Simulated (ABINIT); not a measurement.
# Beyond one shot: YHSe (P-6m2), part 3 of 3

Wanted: G0W0 and self-consistent gaps of YHSe (P-6m2), with the cost of the cycles.

ABINIT 10.8.3; LDA and many-body steps on it, plane waves. Known limits of the many-body steps: not at the basis limit; no spin-orbit coupling; coarse k mesh.

So far. Step 10 (evGW, cycle 1): Against G0W0 in ABINIT (3×3×4 mesh, 51 bands, screening to 106.1 eV, Godby-Needs plasmon pole), the gap moves by +0.294 eV. Step 13 (evGW, cycle 2): Against the cycle before, the gap moves by +0.016 eV.

### 14. Screening, 3×3×4 mesh, 51 bands, screening to 106.1 eV

This step: RPA screening on LDA, plane waves, norm-conserving pseudopotentials.

run.abi

```
acell 3*1.0 Angstrom
rprim 
  3.840931335803 -0.000000000001 0.000000000000
  -1.920465667901 3.326344110998 0.000000000000
  0.000000000000 0.000000000000 3.915549560000
ntypat 3
znucl 39 1 34
natom 3
typat 1 2 3
xred 
  0.000000000000 0.000000000000 0.000000000000
  0.333333333333 0.666666666667 0.000000000000
  0.666666666667 0.333333333333 0.500000000000
pp_dirpath "pseudos"
pseudos "Y.upf, H.upf, Se.upf"
ecut 48
ngkpt 3 3 4
nshiftk 1
shiftk 0 0 0
kptopt 1
chksymbreak 0
istwfk *1
occopt 1
irdwfk 1
optdriver 3
nband 51
ecuteps 3.9
inclvkb 2
awtr 1
symchi 1
gwcalctyp 10
mbpt_sciss 1.389 eV
nqptdm 1
qptdm 
  0 0 0
indata_prefix "in"
outdata_prefix "out"
tmpdata_prefix "tmp"
```

Run with:

```console
$ OMP_NUM_THREADS=1 mpirun -n 4 abinit run.abi > log
```

Numbers of over 12 decimals in the logs are rounded to 6 here.

The log of the run:

```text
.Version 10.8.3 of ABINIT. v10.8.2 released Aug 2026.

 Symmetries : space group P-6 m 2 (#187); Bravais hP (primitive hexag.)
[... echo of the input left out ...]
== DATASET  1 ==================================================================
-   mpi_nproc: 4, omp_nthreads: 1 (-1 if OMP is not activated)

--- !DatasetInfo
iteration_state: {dtset: 1, }
dimensions: {natom: 3, nkpt: 9, mband: 51, nsppol: 1, nspinor: 1, nspden: 1, mpw: 5376, }
cutoff_energies: {ecut:  48.0, pawecutdg:  -1.0, }
[...]
[... chi0 elements left out ...]
 For q-point:  0.000010 0.000020 0.000030
  dielectric constant =   8.7253
  dielectric constant without local fields =   9.5208

  Average fulfillment of the sum rule on Im[epsilon] for q-point    1 :     34.78  [%]
[... wings left out ...]
== END DATASET(S) ==============================================================
================================================================================

 -outvars: echo values of variables after computation  --------
           etotal      0.0000000000E+00
            nband          51
             nkpt           9
          spgroup         187
 [... the other variables as echoed above ...]

 Calculation completed.
```

The job ended after 6.6 s (4 MPI ranks of Arm Neoverse V1, shared host; peak memory 0.69 GiB).

This step gave:

| Property | Result |
| --- | --- |
| ε∞ with local fields, on this mesh, along the program's q direction | 8.725 |
| the same without local fields | 9.521 |
| plasma frequency | 31.5 eV |
| plane waves in the screening matrix | 145 |

This screening uses the functional's bands under a rigid shift, the mean opening of the cycle before.

### 15. Screening, 3×3×4 mesh, 51 bands, screening to 106.1 eV

This step: RPA screening on LDA from quasiparticle energies, plane waves, norm-conserving pseudopotentials.

run.abi, as its differences from that of step 14:

```diff
@@ -30,7 +30,14 @@
 symchi 1
+irdqps 1
 gwcalctyp 10
-mbpt_sciss 1.389 eV
-nqptdm 1
+nqptdm 8
 qptdm 
-  0 0 0
+  0.3333333333 0.0000000000 0.0000000000
+  0.3333333333 0.3333333333 0.0000000000
+  0.0000000000 0.0000000000 0.2500000000
+  0.3333333333 0.0000000000 0.2500000000
+  0.3333333333 0.3333333333 0.2500000000
+  0.0000000000 0.0000000000 0.5000000000
+  0.3333333333 0.0000000000 0.5000000000
+  0.3333333333 0.3333333333 0.5000000000
 indata_prefix "in"
```

mrgscr.stdin

```
2
merged
q0_SCR
out_SCR
1
```

Run with:

```console
$ OMP_NUM_THREADS=1 mpirun -n 4 abinit run.abi > log; mrgscr < mrgscr.stdin
```

The log of the run:

```text
.Version 10.8.3 of ABINIT. v10.8.2 released Aug 2026.

 Symmetries : space group P-6 m 2 (#187); Bravais hP (primitive hexag.)
[... echo of the input left out ...]
== DATASET  1 ==================================================================
-   mpi_nproc: 4, omp_nthreads: 1 (-1 if OMP is not activated)

--- !DatasetInfo
iteration_state: {dtset: 1, }
dimensions: {natom: 3, nkpt: 9, mband: 51, nsppol: 1, nspinor: 1, nspden: 1, mpw: 5376, }
cutoff_energies: {ecut:  48.0, pawecutdg:  -1.0, }
[...]
q-point number  1        q = ( 0.333333, 0.000000, 0.000000) [r.l.u.]
--------------------------------------------------------------------------------
[... chi0 elements left out ...]
  Average fulfillment of the sum rule on Im[epsilon] for q-point    2 :     44.14  [%]

--------------------------------------------------------------------------------
  q-point number  2        q = ( 0.333333, 0.333333, 0.000000) [r.l.u.]
--------------------------------------------------------------------------------
[... chi0 elements left out ...]
  Average fulfillment of the sum rule on Im[epsilon] for q-point    3 :     40.71  [%]

 [... 6 further q-points ...]
```

Wall time 10 s (4 MPI ranks); peak memory 0.64 GiB.

This step gave:

| Item | Value |
| --- | --- |
| plasma frequency | 31.5 eV |
| plane waves in the screening matrix | 145 |

This screening reads the quasiparticle levels of the cycle before.

### 16. evGW, cycle 3

This step: evGW on LDA, plane waves, norm-conserving pseudopotentials.

run.abi, as its differences from that of step 15:

```diff
@@ -24,12 +24,10 @@
 irdwfk 1
-optdriver 3
+optdriver 4
 nband 51
-ecuteps 3.9
-inclvkb 2
-awtr 1
-symchi 1
-irdqps 1
 gwcalctyp 10
-nqptdm 8
-qptdm 
+ecutsigx 48
+symsigma 1
+nkptgw 9
+kptgw 
+  0.0000000000 0.0000000000 0.0000000000
   0.3333333333 0.0000000000 0.0000000000
@@ -42,2 +40,16 @@
   0.3333333333 0.3333333333 0.5000000000
+bdgw 
+  15 24
+  15 24
+  15 24
+  15 24
+  15 24
+  15 24
+  15 24
+  15 24
+  15 24
+ecuteps 3.9
+irdscr 1
+ppmodel 1
+irdqps 1
 indata_prefix "in"
```

Run with:

```console
$ OMP_NUM_THREADS=1 mpirun -n 4 abinit run.abi > log
```

The log of the run:

```text
.Version 10.8.3 of ABINIT. v10.8.2 released Aug 2026.

 Symmetries : space group P-6 m 2 (#187); Bravais hP (primitive hexag.)
[... echo of the input left out ...]
== DATASET  1 ==================================================================
-   mpi_nproc: 4, omp_nthreads: 1 (-1 if OMP is not activated)

--- !DatasetInfo
iteration_state: {dtset: 1, }
dimensions: {natom: 3, nkpt: 9, mband: 51, nsppol: 1, nspinor: 1, nspden: 1, mpw: 5376, }
cutoff_energies: {ecut:  48.0, pawecutdg:  -1.0, }
[...]
.  kptgw no:  4; Maximum DeltaE = (   0.000   0.000) for band index: 10
[...]
.  kptgw no:  8; Maximum DeltaE = (  -0.000   0.000) for band index:  8
.  kptgw no:  9; Maximum DeltaE = (   0.001   0.000) for band index:  3

== END DATASET(S) ==============================================================
================================================================================

 -outvars: echo values of variables after computation  --------
           etotal      0.0000000000E+00
            nband          51
             nkpt           9
          spgroup         187
 [... the other variables as echoed above ...]

 Calculation completed.
```

Run time: 31 s. Hardware: 4 MPI ranks; peak memory 1.2 GiB.

This step gave:

| Quantity | Value |
| --- | --- |
| quasiparticle gap on the mesh | 2.503 eV |
| gap of the density functional on the mesh | 1.364 eV |
| k of the valence top | 0, 0, 0.5 |
| k of the conduction bottom | 0, 0, 0 |
| least direct quasiparticle gap on the computed points | 3.193 eV |

Against the cycle before, the gap moves by +0.001 eV.

### 17. The runs together

Times are wall times on 4 MPI ranks of Arm Neoverse V1, shared host, good to a factor of about two. A run's time includes the screening step that it read.

```
           run   mesh  bands  screening cutoff (eV)  DFT gap (eV)  gap on the mesh (eV)  direct (eV)  ε∞ used  time
          G0W0  3×3×4     51                  106.1         1.364                 2.192        2.827    11.45  18 s
evGW0, cycle 1  3×3×4     51                  106.1         1.364                 2.373        3.072    11.45  44 s
evGW0, cycle 2  3×3×4     51                  106.1         1.364                 2.298        2.974    11.45  44 s
evGW0, cycle 3  3×3×4     51                  106.1         1.364                 2.302        2.979    11.45  45 s
 evGW, cycle 1  3×3×4     51                  106.1         1.364                 2.486        3.176     9.05  49 s
 evGW, cycle 2  3×3×4     51                  106.1         1.364                 2.502        3.193     8.75  49 s
 evGW, cycle 3  3×3×4     51                  106.1         1.364                 2.503        3.193     8.73  48 s
```

### 18. Outcome

```json
{
  "G0W0": "2.192 eV",
  "evGW0, cycle 1": "2.373 eV",
  "evGW0, cycle 2": "2.298 eV",
  "evGW0, cycle 3": "2.302 eV",
  "evGW, cycle 1": "2.486 eV",
  "evGW, cycle 2": "2.502 eV",
  "evGW, cycle 3": "2.503 eV",
  "known limits": "not at the basis limit; no spin-orbit coupling; coarse k mesh"
}
```

What this shows: Only the bands that the input lists are updated; the others, empty or deep, keep the functional's energies or take a rigid shift. The evGW loop starts from the last levels of evGW0, so its cycles and time come on top of those. evGW0 ends at 2.30 eV, +0.11 eV from G0W0, after 3 cycles that took 93 s beside the first screening; the last moved the gap by 0.004 eV. evGW ends at 2.50 eV, +0.31 eV from G0W0, after 3 cycles that took 2.4 min beside the first screening; the last moved the gap by 0.001 eV. The first cycle of evGW0 takes the full correction, without the factor Z, so it overshoots the one-shot value. Bands and cutoff are finite, so the gap is not at the basis limit. The miss can reach some tenths of an eV and take either sign; the mesh is an error of its own. The 3×3×4 mesh is coarse for this cell, which bears on the long-range parts of exchange and screening. In the updated screening the q = 0 part is built from Kohn-Sham bands under a rigid shift, the other q from the quasiparticle levels. The many-body steps are scalar-relativistic: spin-orbit coupling is not in them.

[Paths, hosts, dates, memory and timing lines, banners, echoed tables and standing remarks are left out of the program output.]

[Logs are printed without paths, hosts, clocks, repeated set-up lines and the standing remarks that a program may print on its own settings, such as how far it seeks lower states.]

[Runs of the session that timed out or met a known fault of the program may be left out.]

[Hosts, paths, dates, database ids (printed as entryN), source tags and the programs' standing remarks are cut or masked in the printed files.]

[G0W0 gaps are taken among the corrected bands and points alone; a level outside them can change the order at an edge.]

[Where Ansatz stands beside ABINIT at settings called matched, ABINIT's density can come from a denser mesh and the files from another edition; pairs whose starting gaps differed by over 0.03 eV were left out, so agreement reads better than it is.]
